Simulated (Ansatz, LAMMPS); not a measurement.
# Structural relaxation of amorphous 71SiO2-29Al2O3 (mol %) (100 atoms)

How does amorphous 71SiO2-29Al2O3 (mol %) (100 atoms) relax, and what do bonds, charges and levels look like afterwards?

Method: Kohn-Sham DFT, PBE, PAW (set soft_2), plane waves, in Ansatz 0.2.0.

## 1. Starting point

The cell holds 100 atoms: 20 Si, 16 Al and 64 O. Cell: a = 11.055 Å, b = 11.055 Å, c = 11.055 Å, α = 90.0°, β = 90.0°, γ = 90.0°. 100 atoms (20 Si, 16 Al, 64 O) placed at random at 2.48 g/cm³, melted at 5000 K for 10 ps at fixed volume with the Morse and Coulomb pair potential with partial charges (Pedone, Malavasi, Menziani, Cormack and Segre, J. Phys. Chem. B 110, 11780 (2006)). Quenched from 5000 K to 300 K at 50 K/ps and fixed volume, held 5 ps, then minimised at fixed cell.

Limits known from the start: The quench rate of 50 K/ps is many orders above laboratory rates, so the cell is likely richer in defects and strain than a real sample. The starting topology of bonds comes from the classical model. Only the Γ point is sampled in the main run, in a cell whose shortest periodic width is 11 Å.

## 2. The classical run that made the cell

A classical potential makes the cell, at a small fraction of what the same run would cost in DFT.

This step: classical MD, Morse and Coulomb pair potential with partial charges (Pedone, Malavasi, Menziani, Cormack and Segre, J. Phys. Chem. B 110, 11780 (2006)) (LAMMPS 22 Jul 2025 - Update 4).

in.lmp reads:

```
# melt-quench of Si20Al16O64
units metal
atom_style charge
boundary p p p
region box block 0 11.0550 0 11.0550 0 11.0550
create_box 3 box
mass 1 28.0850   # Si
mass 2 26.9815   # Al
mass 3 15.9990   # O
create_atoms 1 random 20 41489 NULL overlap 1.5 maxtry 2000
create_atoms 2 random 16 41496 NULL overlap 1.5 maxtry 2000
create_atoms 3 random 64 41503 NULL overlap 1.5 maxtry 2000
pair_style hybrid/overlay pedone 5.5 coul/long 8.0
pair_coeff * * coul/long
pair_coeff 1 3 pedone 0.340554 2.006700 2.100000 1   # Si-O
pair_coeff 2 3 pedone 0.361581 1.900442 2.164818 0.9   # Al-O
pair_coeff 3 3 pedone 0.042395 1.379316 3.618701 22   # O-O
set type 1 charge 2.4
set type 2 charge 1.8
set type 3 charge -1.2
kspace_style pppm 1.0e-4
neigh_modify delay 0 every 1 check yes
thermo_style custom step time temp pe press density
thermo_modify norm yes
timestep 0.002
thermo 100
min_style cg
minimize 1e-4 1e-4 200 2000
reset_timestep 0
velocity all create 5000 41490 mom yes dist gaussian
fix lim all nve/limit 0.05
fix lan all langevin 5000 5000 0.2 41491 zero yes
thermo 500
run 1000 post no
# [... 10 lines left out ...]
thermo 1250
fix md all nvt temp 300 300 0.2
run 2500 post no
unfix md
thermo 100
min_style cg
minimize 0 1e-3 2000 20000
write_dump all custom glass.dump id type xs ys zs modify sort id
```

Command:

```
$ lmp -in in.lmp -log none -nocite
```

Numbers of over 12 decimals in the logs are rounded to 6 here.

What it wrote:

```text
LAMMPS (22 Jul 2025 - Update 4)
Created orthogonal box = (0 0 0) to (11.055 11.055 11.055)
Created 20 atoms
Created 16 atoms
Created 64 atoms
PPPM initialization ...
  G vector (1/distance) = 0.38113907
  grid = 12 12 12
  estimated relative force accuracy = 6.465782e-05
   Step          Time           Temp          PotEng         Press         Density
         0   0              0             -1.5764977      645149.01      2.4794304
        75   0.15           0             -15.815136     -32485.931      2.4794304
Loop time of 0.0568428 s on 1 MPI rank(s) for 75 steps with 100 atoms
Minimization stats:
  Stopping criterion = energy tolerance
[... 36 lines left out ...]
     55000   110            360.13479     -15.981511     -49730.703      2.4794304
     55500   111            300.95395     -15.983607     -44723.22       2.4794304
Loop time of 1.06297 s on 1 MPI rank(s) for 2500 steps with 100 atoms
   Step          Time           Temp          PotEng         Press         Density
     55500   111            300.95395     -15.983607     -44723.22       2.4794304
     55513   111.026        300.95395     -16.021997     -41424.173      2.4794304
Loop time of 0.0340749 s on 1 MPI rank(s) for 13 steps with 100 atoms
Minimization stats:
  Stopping criterion = linesearch alpha is zero
  Energy initial, next-to-last, final =
     -15.9836069360262  -16.0219969541385  -16.0219969541385
  Force two-norm initial, final = 13.353853 0.65905739
  Iterations, force evaluations = 13 61
```

Run time: 26 s. Hardware: 1 thread of Arm Neoverse V1, shared host; peak memory 0.072 GiB.

## 3. Single point at the start

A single point comes first, to see the forces before anything moves.

input.yaml reads:

```yaml
crystal:
  lattice:
    - [11.055, 0.0, 0.0]
    - [0.0, 11.055, 0.0]
    - [0.0, 0.0, 11.055]
  atoms:
    - { symbol: Si, position: [0.95571, 0.28555, 0.40382] }
    - { symbol: Si, position: [0.74846, 0.85932, 0.83601] }
    - { symbol: Si, position: [0.75205, 0.65737, 0.64063] }
    - { symbol: Si, position: [0.80317, 0.27795, 0.85722] }
    - { symbol: Si, position: [0.26943, 0.95004, 0.96609] }
    - { symbol: Si, position: [0.04541, 0.91766, 0.14711] }
    - { symbol: Si, position: [0.43708, 0.42683, 0.07225] }
    - { symbol: Si, position: [0.19273, 0.21124, 0.98006] }
    - { symbol: Si, position: [0.38165, 0.29761, 0.59624] }
    - { symbol: Si, position: [0.17725, 0.72185, 0.80974] }
    - { symbol: Si, position: [0.72378, 0.13662, 0.39089] }
    - { symbol: Si, position: [0.44734, 0.65526, 0.7773] }
    - { symbol: Si, position: [0.15192, 0.88418, 0.40136] }
    - { symbol: Si, position: [0.51912, 0.34212, 0.3562] }
    - { symbol: Si, position: [0.14935, 0.32483, 0.73733] }
    - { symbol: Si, position: [0.83418, 0.0737, 0.65664] }
    - { symbol: Si, position: [0.32465, 0.67559, 0.30238] }
    - { symbol: Si, position: [0.53927, 0.3818, 0.81293] }
    - { symbol: Si, position: [0.94126, 0.46353, 0.61411] }
    - { symbol: Si, position: [0.67752, 0.87581, 0.27937] }
    - { symbol: Al, position: [0.16822, 0.49284, 0.98457] }
    - { symbol: Al, position: [0.96697, 0.67979, 0.44773] }
    - { symbol: Al, position: [0.67516, 0.49004, 0.19291] }
    - { symbol: Al, position: [0.40105, 0.17608, 0.18007] }
    - { symbol: Al, position: [0.48998, 0.78644, 0.50515] }
    - { symbol: Al, position: [0.35357, 0.04937, 0.45725] }
    - { symbol: Al, position: [0.91635, 0.14463, 0.05475] }
    - { symbol: Al, position: [0.61284, 0.62103, 0.3863] }
    - { symbol: Al, position: [0.98265, 0.8419, 0.62148] }
    - { symbol: Al, position: [0.9631, 0.71069, 0.97207] }
    - { symbol: Al, position: [0.4676, 0.76492, 0.05906] }
    - { symbol: Al, position: [0.90084, 0.4553, 0.0497] }
    - { symbol: Al, position: [0.08128, 0.50839, 0.25842] }
    - { symbol: Al, position: [0.86198, 0.69122, 0.19814] }
    - { symbol: Al, position: [0.56189, 0.97856, 0.04119] }
    - { symbol: Al, position: [0.10691, 0.10079, 0.57688] }
    - { symbol: O, position: [0.59934, 0.46058, 0.33948] }
    - { symbol: O, position: [0.02439, 0.37775, 0.31908] }
    - { symbol: O, position: [0.89491, 0.36485, 0.51686] }
    - { symbol: O, position: [0.24903, 0.08801, 0.91922] }
    - { symbol: O, position: [0.17288, 0.94412, 0.07538] }
    - { symbol: O, position: [0.81122, 0.82905, 0.24936] }
    - { symbol: O, position: [0.66797, 0.61905, 0.53267] }
    - { symbol: O, position: [0.61844, 0.7977, 0.38917] }
    - { symbol: O, position: [0.61002, 0.22969, 0.37916] }
    - { symbol: O, position: [0.07809, 0.76814, 0.71759] }
    - { symbol: O, position: [0.18338, 0.33881, 0.88613] }
    - { symbol: O, position: [0.7106, 0.73939, 0.75241] }
    - { symbol: O, position: [0.05692, 0.47834, 0.09526] }
    - { symbol: O, position: [0.96926, 0.62909, 0.29972] }
    - { symbol: O, position: [0.26365, 0.36038, 0.65644] }
    - { symbol: O, position: [0.28215, 0.23027, 0.08868] }
    - { symbol: O, position: [0.48005, 0.30558, 0.70375] }
    - { symbol: O, position: [0.44213, 0.65605, 0.39419] }
    - { symbol: O, position: [0.84428, 0.19357, 0.7393] }
    - { symbol: O, position: [0.87774, 0.81112, 0.89025] }
    - { symbol: O, position: [0.364, 0.10788, 0.31316] }
    - { symbol: O, position: [0.79094, 0.40561, 0.14477] }
    - { symbol: O, position: [0.58992, 0.85959, 0.15672] }
    - { symbol: O, position: [0.67718, 0.34165, 0.82748] }
    - { symbol: O, position: [0.45495, 0.33511, 0.21496] }
    - { symbol: O, position: [0.00806, 0.56173, 0.53069] }
    - { symbol: O, position: [0.25488, 0.79264, 0.36141] }
    - { symbol: O, position: [0.34573, 0.16347, 0.56184] }
    - { symbol: O, position: [0.47178, 0.73117, 0.65428] }
    - { symbol: O, position: [0.69103, 0.01491, 0.3205] }
    - { symbol: O, position: [0.43198, 0.35301, 0.46926] }
    - { symbol: O, position: [0.12256, 0.1872, 0.70678] }
    - { symbol: O, position: [0.03824, 0.40746, 0.70368] }
    - { symbol: O, position: [0.22128, 0.57349, 0.29029] }
    - { symbol: O, position: [0.89084, 0.38008, 0.91502] }
    - { symbol: O, position: [0.76439, 0.10036, 0.5318] }
    - { symbol: O, position: [0.05558, 0.19907, 0.01787] }
    - { symbol: O, position: [0.4371, 0.92723, 0.48999] }
    - { symbol: O, position: [0.19248, 0.99186, 0.49] }
    - { symbol: O, position: [0.77909, 0.96458, 0.73583] }
    - { symbol: O, position: [0.86526, 0.6138, 0.05086] }
    - { symbol: O, position: [0.96914, 0.00344, 0.62074] }
    [... 16 atom lines left out ...]
    - { symbol: O, position: [0.00994, 0.78243, 0.10455] }
    - { symbol: O, position: [0.65658, 0.91398, 0.93184] }
    - { symbol: O, position: [0.10209, 0.63413, 0.91173] }
    - { symbol: O, position: [0.30935, 0.48663, 0.04514] }
    - { symbol: O, position: [0.51758, 0.10945, 0.10308] }
    - { symbol: O, position: [0.05154, 0.80875, 0.476] }
kpoints:
  mp_grid: { grid: [1, 1, 1] }
hamiltonian:
  xc: pbe
scf:
  occupations: { method: fermi_dirac, width: 0.025 }
output:
  forces: true
```

Command:

```
$ ansatz run input.yaml --threads 4 --pin off --max-ram 8192MiB --backend cpu --events-out ev --progress --plain --runs-dir out
```

What it wrote:

```text
Engine: ansatz 0.2.0, aarch64-unknown-linux-gnu
Pseudopotentials: kind: paw
Pseudopotential: Si, paw, valence charge 4, recommended cutoff 420 eV (normal), Si.paw.azcp
Pseudopotential: Al, paw, valence charge 3, recommended cutoff 420 eV (normal), Al.paw.azcp
Pseudopotential: O, paw, valence charge 6, recommended cutoff 420 eV (normal), O.paw.azcp
[... 5 lines on functional and potentials left out ...]
Crystal: 100 atoms, lattice volume = 1351.065 Å³
Basis set: ecut = 420 eV, 26529 PW (Γ), exchange–correlation on 150×150×150 points (8 copies of the dense FFT grid, shifted against one another)
Bands: 356, of which v1, the nominal top of the filled ones, is band 256 counted from 1 (255 counted from 0)
Symmetry: 1 space group operations
Space group: P1 (ITA 1), of the structure as read, at distance tolerance 1.1e-4 Å
k-points: 1
[... 7 lines on functional and potentials left out ...]
Initial density: superposition of atomic densities (neutral atoms: chi_scale 0, normalization atom), corrected by the library's trained network
Initial wavefunctions: pseudopotential atomic-orbital guess
Functional: x = pbe(κ = 0.804, μ = 0.219515), c = pbe(β = 0.066725)
SCF iter   1: F=—  HF=-57741.327572 eV  |F-HF|=—  |Δ(HF+E_count)|=         —  Δρ=2.08e-3  dr2=7.32e-2  ethr=1.77e-3  ⟨swp⟩=6.0  Hψ=1697  notcnv=0  defer=47
preconditioner: auto → Resta (q_TF=auto, 2.321 Å⁻¹)  ε∞=3.1  [insulator: Δε(μ)=3.302 eV  Ē_g=15.842 eV  σ=0.025 eV  W_gap=1.00  n_scr=256 (ndim 8)  ℏωp=22.9 eV  f_vac=0.158  D(μ)=0.00/eV (n_scr^D=0)  ε∞_Penn≈3.1]
SCF iter   2: F=—  HF=-57741.333713 eV  |F-HF|=—  |Δ(HF+E_count)|=   6.14e-3  Δρ=1.13e-3  dr2=2.03e-2  ethr=1.43e-5  ⟨swp⟩=2.0  Hψ=598  notcnv=0  defer=94
SCF iter   3: F=—  HF=-57741.336316 eV  |F-HF|=—  |Δ(HF+E_count)|=   2.60e-3  Δρ=5.62e-4  dr2=5.16e-3  ethr=3.96e-6  ⟨swp⟩=3.0  Hψ=465  notcnv=0  defer=35
automatic band count: iteration 3 solves 297 bands in place of 356: the levels show a gap, and the empty bands left out lie too high to hold charge; the band table lists the bands solved (type scf.n_extra_bands for more)
SCF iter   4: F=—  HF=-57741.335618 eV  |F-HF|=—  |Δ(HF+E_count)|=   6.98e-4  Δρ=1.49e-4  dr2=3.85e-4  ethr=1.01e-6  ⟨swp⟩=2.0  Hψ=515  notcnv=0  defer=35
SCF iter   5: F=—  HF=-57741.335653 eV  |F-HF|=—  |Δ(HF+E_count)|=   3.50e-5  Δρ=8.86e-5  dr2=9.54e-5  ethr=7.53e-8  ⟨swp⟩=2.0  Hψ=515  notcnv=0  defer=35
SCF iter   6: F=—  HF=-57741.333600 eV  |F-HF|=—  |Δ(HF+E_count)|=   2.05e-3  Δρ=3.43e-5  dr2=1.47e-5  ethr=1.86e-8  ⟨swp⟩=2.0  Hψ=517  notcnv=0  defer=35
SCF iter   7: F=—  HF=-57741.333599 eV  |F-HF|=—  |Δ(HF+E_count)|=   8.14e-7  Δρ=9.63e-6  dr2=1.77e-6  ethr=2.87e-9  ⟨swp⟩=2.0  Hψ=458  notcnv=0  defer=35
SCF iter   8: F=—  HF=-57741.333600 eV  |F-HF|=—  |Δ(HF+E_count)|=   7.14e-7  Δρ=7.80e-6  dr2=6.64e-7  ethr=3.45e-10  ⟨swp⟩=2.0  Hψ=515  notcnv=0  defer=35
SCF iter   9: F=-57741.333600 eV  HF=-57741.333600 eV  |F-HF|=4.86e-9  |Δ(HF+E_count)|=   1.20e-7  Δρ=1.58e-6  dr2=3.72e-8  ethr=1.95e-11  ⟨swp⟩=3.0  Hψ=1074  notcnv=0
SCF 1 converged in 9 iterations: F = -57741.333600 eV  dr2 = 3.72e-8
  greatest PAW one-centre occupation: 0.866 electrons in one spin orbital (limit 2), on the O atom at site 93 (counted from 0), in its partial waves of l = 0
SCF converged after 9 iterations
Free energy (F): -57741.333600 eV
Harris-Foulkes:  -57741.333600 eV  (|F-HF|=4.86e-9)
Internal energy: -57741.333600 eV  (E = F + TS)
E sigma→0 (E₀):  -57741.333600 eV
Fermi energy:    4.955578 eV
--- Per-component energies (eV) ---
  E_band       = -2253.638918
  E_kinetic    = 12725.497613
  E_local      = -35100.797610  (includes V_loc(G=0)·N_el)
  E_nonlocal   = 3714.328232
  E_hartree    = 13183.643755
  E_xc         = -6511.606948
  E_vxc        = -7489.907940  (∫ρ·V_xc dr)
  E_paw        = -27917.193512  (= ΣΔE_a)
  E_vpaw       = -2470.210548  (= ΣTr[D̂ρ^β])
  E_aug_tail   = 0.164005  (compensation charges beyond the density's cutoff)
  E_ewald      = -17835.369134
  E_smearing   = -0.000000  (= −TS)
  E_closure    = 0.000000  (closes the sum)
  Σ components = -57741.333600   (vs F -57741.333600, Δ=0.00e0)
--- Forces (eV/Å), atoms counted from 1 ---
  atom   1  Si    -0.04038297     0.32975769     1.97754538
  atom   2  Si     1.25677012    -0.57448813    -0.41478326
  atom   3  Si     1.92256637     0.63586524    -0.44597485
  atom   4  Si     0.68225528    -0.52104294     0.58566133
  atom   5  Si    -1.53116404     0.12510601     0.59813392
  atom   6  Si     1.85316664    -0.03378390    -1.48003297
  atom   7  Si     1.05991932    -0.36203610     0.29965611
  atom   8  Si     0.16369738    -1.28237942     0.05547520
  atom   9  Si    -0.22333390    -0.50577528     0.27829368
  atom  10  Si     0.81057832     0.88970832     0.54257829
  atom  11  Si     0.88973178     0.58447429     0.99829823
  atom  12  Si    -0.62217278     0.63157525     0.42355244
  atom  13  Si     0.46328029    -0.92987091    -1.11245311
  atom  14  Si    -0.11255016    -1.01593526    -0.67490040
[...]
atom  99  O      0.70492826     0.53687996    -0.35102319
  atom 100  O     -0.37054574     0.25714905     0.97887751
  max |Σ_I F_I| component: 9.62e-5 eV/Å
```

It took 17 s on 4 threads of Arm Neoverse V1, shared host; peak memory 1.6 GiB.

In the SCF lines HF is the Harris–Foulkes energy and dr2 the Hartree energy of the density residual, in eV; the loop may stop once dr2 is under the threshold and the program's other checks hold. Hψ counts applications of the Hamiltonian.

Numbers from this run:

| Quantity | Value |
| --- | --- |
| free energy | -57741.3336 eV |
| free energy per atom | -577.4133 eV/atom |
| SCF cycles | 9 |
| r.m.s. force component | 0.665 eV/Å |
| longest force | 2.459 eV/Å |
| Fermi energy | 4.956 eV |

The r.m.s. force component of 0.66 eV/Å sets the starting point.

Neighbours are counted within 2.16 Å (O-Si), 2.48 Å (O-Al).

Length of the force by element and coordination:

| element | coordination | atoms | mean length of the force (eV/Å) | spread | least | most |
| --- | --- | --- | --- | --- | --- | --- |
| Al | all | 16 | 0.822 | 0.350 | 0.339 | 1.35 |
| Al | 3 | 1 | 1.32 | 0 | 1.32 | 1.32 |
| Al | 4 | 13 | 0.771 | 0.326 | 0.339 | 1.35 |
| Al | 5 | 2 | 0.910 | 0.370 | 0.539 | 1.28 |
| O | all | 64 | 1.00 | 0.414 | 0.195 | 1.83 |
| O | 2 | 47 | 1.01 | 0.436 | 0.267 | 1.83 |
| O | 3 | 17 | 0.990 | 0.345 | 0.195 | 1.49 |
| Si | all | 20 | 1.37 | 0.578 | 0.221 | 2.46 |

[end of part 1 of 4]

[Logs are printed without paths, hosts, clocks, repeated set-up lines and the standing remarks that a program may print on its own settings, such as how far it seeks lower states.]

[Hosts, paths, dates, database ids (printed as entryN), source tags and the programs' standing remarks are cut or masked in the printed files.]
